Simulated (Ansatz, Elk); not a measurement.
**Zn2Bi: X-ray structure factors from the self-consistent density**

The structure of Zn2Bi used here is made up (a known structure type with other elements) and was relaxed beforehand with PBEsol. The aim is the Fourier transform of its all-electron density, F(hkl), set beside the sum over free spherical atoms that refinements use.

Main program and level: Elk 11.2.3 (patched build); DFT, PBE, all-electron APW+lo, Dirac cores, scalar-relativistic bands, static density, no spin.

The structure was built from a prototype and need not be the compound's stable phase.

**1. Set-up**

Symmetry: Fd-3m, No. 227, cubic system. Conventional cell: a = 7.794 Å, b = 7.794 Å, c = 7.794 Å, α = 90.00°, β = 90.00°, γ = 90.00°. Nearest to Bi lie 12 Zn at 3.23 Å and 4 Bi at 3.38 Å. Nearest to Zn lie 6 Zn at 2.76 Å and 6 Bi at 3.23 Å. Farther neighbours are not listed.

**2. Ground state and structure factors**

An all-electron density is needed, since X-rays see the cores too. Task 0 finds the density and task 195 Fourier-transforms it; tshift is off so that phases refer to the origin typed.

elk.in reads:

```
tasks
  0
  195

xctype
  20

spinpol
  .false.

rgkmax
  7.0

gmaxvr
  14.0

lmaxo
  7

lmaxapw
  8

swidth
  0.002

tshift
  .false.

ramdisk
  .false.

hmaxvr
  5.5

maxscl
  120

epspot
  1e-06

sppath
  './'

avec
  0.00000000000 7.36462210601 7.36462210601
  7.36462210601 0.00000000000 7.36462210601
  7.36462210601 7.36462210601 -0.00000000000

atoms
  2
  'Bi.in'
  2
  0.2500000000 0.2500000000 0.2500000000   0.000000 0.000000 0.000000
  0.0000000000 0.0000000000 -0.0000000000   0.000000 0.000000 0.000000
  'Zn.in'
  4
  0.6250000000 0.6250000000 0.1250000000   0.000000 0.000000 0.000000
  0.6250000000 0.1250000000 0.6250000000   0.000000 0.000000 0.000000
  0.1250000000 0.6250000000 0.6250000000   0.000000 0.000000 0.000000
  0.6250000000 0.6250000000 0.6250000000   0.000000 0.000000 0.000000

ngridk
  5 5 5
```

Started as:

```bash
$ OMP_NUM_THREADS=4 elk
```

Numbers of over 12 decimals in the logs are rounded to 6 here.

Output:

```text
┌─────────────────────────┐
│ Elk code version 11.2.3 │
└─────────────────────────┘

All units are atomic (Hartree, Bohr, etc.)

┌─────────────────────────────────────────────────┐
│ Ground-state run starting from atomic densities │
└─────────────────────────────────────────────────┘

Lattice vectors :
   0.000000000       7.364622106       7.364622106
   7.364622106       0.000000000       7.364622106
   7.364622106       7.364622106      -0.000000000

Reciprocal lattice vectors :
 -0.4265789349      0.4265789349      0.4265789349
  0.4265789349     -0.4265789349      0.4265789349
  0.4265789349      0.4265789349     -0.4265789349

Unit cell volume      :    798.8797214
Brillouin zone volume :   0.3104975715

Muffin-tin inner radius fraction :   0.1000000000E-01

Nuclei treated as point charges

Species : 1 (Bi)
 parameters loaded from : Bi.in
 name : bismuth
 nuclear charge    :   -83.00000000
 electronic charge :    83.00000000
 atomic mass :    380947.9285
 muffin-tin radius :    2.800000000
 number of radial points in muffin-tin :   1393
 inner part over the whole radius :   0.9976520004E-02
 number on inner part of muffin-tin    :   1001
 approximate nuclear radius :   0.1052171418E-03
 number of mesh points to nuclear radius :    526
 atomic positions (lattice), magnetic fields (Cartesian) :
  1 :   0.25000000  0.25000000  0.25000000    0.00000000  0.00000000  0.00000000
  2 :   0.00000000  0.00000000  0.00000000    0.00000000  0.00000000  0.00000000

Species : 2 (Zn)
 parameters loaded from : Zn.in
 name : zinc
 nuclear charge    :   -30.00000000
 electronic charge :    30.00000000
 atomic mass :    119233.3130
 muffin-tin radius :    2.400000000
 number of radial points in muffin-tin :    993
 inner part over the whole radius :   0.9843840322E-02
 number on inner part of muffin-tin    :    701
 approximate nuclear radius :   0.7484757725E-04
 number of mesh points to nuclear radius :    337
 atomic positions (lattice), magnetic fields (Cartesian) :
  1 :  -0.37500000 -0.37500000  0.12500000    0.00000000  0.00000000  0.00000000
  2 :  -0.37500000  0.12500000 -0.37500000    0.00000000  0.00000000  0.00000000
  3 :   0.12500000 -0.37500000 -0.37500000    0.00000000  0.00000000  0.00000000
  4 :  -0.37500000 -0.37500000 -0.37500000    0.00000000  0.00000000  0.00000000

Total number of atoms per unit cell :    6
Total muffin-tin volume :    415.5279883
 ratio of muffin-tin to unit cell volume :   0.5201383602

Spin treatment :
 spin-unpolarised

Number of Bravais lattice symmetries :   48
Number of crystal symmetries         :   48
Crystal has no inversion symmetry
Complex Hermitian eigensolver will be used

k-point grid :      5     5     5
k-point offset :    0.000000000       0.000000000       0.000000000
k-point set is reduced with full crystal symmetry group
Total number of k-points :       10

Muffin-tin radius times maximum |G+k| :    7.000000000
 using average radius
Maximum |G+k| for APW functions       :    2.763157895
Maximum (1/2)|G+k|²                   :    3.817520776
Maximum |G| for potential and density :    14.00000000
Constant for pseudocharge density :   10
 order of it for each species :   17  17
 order of it for pair densities of each species (exact exchange by exxq0 0: 18) :   12   8
Radial integration step length :    1

G-vector grid sizes :     48    48    48
Number of G-vectors :    37117

Maximum angular momentum used for
 APW functions            :    8
 outer part of muffin-tin :    7
 inner part of muffin-tin :    2

Total nuclear charge    :   -286.0000000
Total core charge       :    184.0000000
Total valence charge    :    102.0000000
Total excess charge     :    0.000000000
Total electronic charge :    286.0000000

Effective Wigner radius, rₛ :   0.8736595964

Number of empty states         :     24
Total number of valence states :     76
Total number of core states    :    184

Third-order local-orbitals added for an l without core states : T
Total number of local-orbitals :    118

[...]
exchange                    :     -1067.4510823036
 correlation                 :     -16.078056103551
 electron entropic           :    -0.47502562739006E-03
 total energy                :     -50348.842682187

Density of states at Fermi energy :    36.51490798
 (states/Hartree/unit cell)

Estimated indirect band gap :   0.4345063276E-02
 from k-point 6 to k-point 2
Estimated direct band gap   :   0.1622343068E-01
 at k-point 2

Charges :
 core                        :    184.0000000
 valence                     :    102.0000000
 interstitial                :    8.423421096
 muffin-tins (core leakage)
  species : 1 (Bi)
[...]
species : 2 (Zn)
[...]
total in muffin-tins        :    277.5765789
 total calculated charge     :    285.9981089
 total charge                :    286.0000000
 error                       :   0.1891072063E-02

RMS change in Kohn-Sham potential (target) :   0.1460453014     (  0.1000000000E-05)
Absolute change in total energy (target)   :   0.1205905824     (  0.1000000000E-03)

[... loops 3 to 14 left out ...]

┌──────────────────┐
│ Loop number : 15 │
└──────────────────┘

Energies :
 Fermi                       :     0.262752
 sum of occupied eigenvalues :     -30856.181350803
 electron kinetic            :      57809.154931699
 core electron kinetic       :      56658.584637910
 Coulomb                     :     -107072.47861966
 Coulomb potential           :     -87248.783146187
 nuclear-nuclear             :     -4421.0535040791
 electron-nuclear            :     -118144.09089321
 Hartree                     :      15492.665777631
 Madelung                    :     -63448.087046562
 xc potential                :     -1416.5531363152
 exchange                    :     -1068.1012047622
 correlation                 :     -16.081213586315
 electron entropic           :    -0.43510758379511E-03
 total energy                :     -50347.506541413

Density of states at Fermi energy :    32.69410849
 (states/Hartree/unit cell)

Estimated indirect band gap :   0.5413317196E-02
 from k-point 6 to k-point 2
Estimated direct band gap   :   0.1983867493E-01
 at k-point 2

Charges :
 core                        :    184.0000000
 valence                     :    102.0000000
 interstitial                :    8.142311639
 muffin-tins (core leakage)
  species : 1 (Bi)
[...]
species : 2 (Zn)
[...]
total in muffin-tins        :    277.8576884
 total calculated charge     :    285.9981646
 total charge                :    286.0000000
 error                       :   0.1835406531E-02

RMS change in Kohn-Sham potential (target) :   0.5349042556E-07 (  0.1000000000E-05)
Absolute change in total energy (target)   :   0.8022327529E-04 (  0.1000000000E-03)

Convergence targets achieved

┌──────────────────┐
│ Loop number : 16 │
└──────────────────┘

Energies :
 Fermi                       :     0.262752
 sum of occupied eigenvalues :     -30856.181336743
 electron kinetic            :      57809.154944057
 core electron kinetic       :      56658.584649381
 Coulomb                     :     -107072.47862060
 Coulomb potential           :     -87248.783146785
 nuclear-nuclear             :     -4421.0535040791
 electron-nuclear            :     -118144.09089443
 Hartree                     :      15492.665777907
 Madelung                    :     -63448.087047206
 xc potential                :     -1416.5531340160
 exchange                    :     -1068.1012047521
 correlation                 :     -16.081213564158
 electron entropic           :    -0.43510761744448E-03
 total energy                :     -50347.506529965

Density of states at Fermi energy :    32.69411081
 (states/Hartree/unit cell)

Estimated indirect band gap :   0.5413317503E-02
 from k-point 6 to k-point 2
Estimated direct band gap   :   0.1983867906E-01
 at k-point 2

Charges :
 core                        :    184.0000000
 valence                     :    102.0000000
 interstitial                :    8.142311110
 muffin-tins (core leakage)
  species : 1 (Bi)
[...]
species : 2 (Zn)
[...]
atom 2                    :    28.86748104     (  0.8034181948E-04)
   atom 3                    :    28.86748104     (  0.8034181948E-04)
   atom 4                    :    28.86748104     (  0.8034181948E-04)
 total in muffin-tins        :    277.8576889
 total calculated charge     :    285.9981646
 total charge                :    286.0000000
 error                       :   0.1835406409E-02

┌──────────────────────────────┐
│ Self-consistent loop stopped │
└──────────────────────────────┘

Warning : the lowest level lies among the core levels :   -2.697153404      -2.870051757

Warning : core states of species 1 leak from the muffin-tin :   0.6752060656E-03

Wrote STATE.OUT
```

Run time: 39 s. Hardware: 4 threads of Arm Neoverse V1, shared host; peak memory 0.26 GiB.

SFACRHO.OUT:

```text

h k l indices transformed by vhmat matrix:
   1.000000000       0.000000000       0.000000000    
   0.000000000       1.000000000       0.000000000    
   0.000000000       0.000000000       1.000000000    

      h      k      l  multipl.   |H|            Re(F)            Im(F)           |F|

      0      0      0      1   0.0000000       286.00000      0.77129817E-16   286.00000    
      0      1      0      4  0.73885639       38.561511       38.561511       54.534211    
      0     -1      0      4  0.73885639       38.561511      -38.561511       54.534211    
      1      0      1      6  0.85315787     -0.63826022E-14  0.11086683E-13  0.12792660E-13
     -2     -1     -1     12   1.2065474       143.38100     -0.43043809E-14   143.38100    
      1      0      2     12   1.4148023       102.50224      -102.50224       144.96006    
     -2     -1      0     12   1.4148023       102.50224       102.50224       144.96006    
      0     -2      0      4   1.4777128     -0.11335255E-13  -93.100026       93.100026    
      0      0      2      4   1.4777128     -0.16402075E-13   93.100026       93.100026    
      0     -2     -2      6   1.7063157       43.151817      0.37689596E-13   43.151817    
      2     -1      0     12   1.8594145       33.873330       33.873330       47.904122    
      0      1     -2     12   1.8594145       33.873330      -33.873330       47.904122    
     -2     -1      1     24   1.9077190      0.51912701E-14 -0.55433416E-14  0.75945982E-14
      1      1     -2     12   2.0898015       122.79076      0.15232765E-13   122.79076    
      3      0      1     12   2.0898015       122.79076     -0.30531945E-13   122.79076    
      3      0      0      4   2.2165692       87.574806      -87.574806       123.84948    
     -3     -2      0     12   2.2165692       87.573593      -87.573593       123.84776    
     -3     -3     -1     12   2.2165692       87.573593       87.573593       123.84776
```

Elk indexes on the primitive cell of elk.in and gives |H| = 4π sin θ/λ in inverse bohr. Below, one row stands for each form hkl of the conventional cell (m members, Friedel mates merged), F is for one primitive cell and the density is static (no thermal factor). Free-atom factors are Waasmaier and Kirfel's, and R is Σm||F|−|F'||/Σm|F|.

```csv
hkl,m,sin θ/λ (Å⁻¹),"abs F, DFT",neutral atoms,diff.,abs of complex diff.
111,8,0.111,54.534,54.610,-0.076,0.076
200,6,0.128,0.000,0.000,+0.000,0.000
220,12,0.181,143.381,143.473,-0.092,0.092
311,24,0.213,144.960,145.452,-0.492,0.492
222,8,0.222,93.100,93.911,-0.811,0.811
400,6,0.257,43.152,42.376,+0.776,0.776
331,24,0.280,47.904,47.537,+0.367,0.367
420,24,0.287,0.000,0.000,+0.000,0.000
422,24,0.314,122.791,122.768,+0.023,0.023
333,8,0.333,123.849,124.065,-0.216,0.216
511,24,0.333,123.848,124.065,-0.217,0.217
440,12,0.363,190.089,190.398,-0.309,0.309
531,48,0.380,44.463,44.336,+0.127,0.127
442,24,0.385,0.013,0.000,+0.013,0.013
600,6,0.385,0.000,0.000,+0.000,0.000
620,24,0.406,110.409,110.407,+0.002,0.002
533,24,0.421,110.243,110.311,-0.068,0.068
622,24,0.425,66.416,66.540,-0.124,0.124
```

**3. The highest occupied states alone**

An energy window below the Fermi level keeps the highest occupied states, to see at which angles they scatter; shallow core shells can lie inside it and anion s states outside. No new self-consistency is needed.

elk.in, as its differences from that of step 2:

```diff
@@ -1,3 +1,2 @@
 tasks
-  0
   195
@@ -40,2 +39,5 @@
 
+wsfac
+  -0.288490 0.562750
+
 sppath
```

Started as:

```bash
$ OMP_NUM_THREADS=4 elk
```

Output:

```text
┌─────────────────────────────────┐
│ Elk code version 11.2.3 started │
└─────────────────────────────────┘

Info(readinput): the functional depends on the density's gradient
 muffin-tin radial points multiplied by    2.00000
 (not where nrmtscf is given)

┌────────────────────┐
│ Current task : 195 │
└────────────────────┘

Info(sfacrho): density structure factors written to SFACRHO.OUT

 Energy window :  -0.2884900000      0.5627500000

┌──────────────────┐
│ Elk code stopped │
└──────────────────┘
```

Elapsed: 17 s, on 4 threads; peak memory 0.19 GiB.

States within 15 eV below the Fermi level hold 58.00 electrons; any levels below the window count with the cores. Their amplitudes can exceed the total, where window and core parts have opposite phase:

```csv
hkl,sin θ/λ (Å⁻¹),"abs F, window","abs F, all"
111,0.111,16.674,54.534
200,0.128,0.000,0.000
220,0.181,1.230,143.381
311,0.213,14.585,144.960
222,0.222,27.807,93.100
400,0.257,25.023,43.152
331,0.280,11.720,47.904
420,0.287,0.000,0.000
422,0.314,0.266,122.791
333,0.333,9.497,123.849
```

[end of part 1 of 2]

[Logs are printed without paths, hosts, clocks, repeated set-up lines and the standing remarks that a program may print on its own settings, such as how far it seeks lower states.]

[Hosts, paths, dates, database ids (printed as entryN), source tags and the programs' standing remarks are cut or masked in the printed files.]
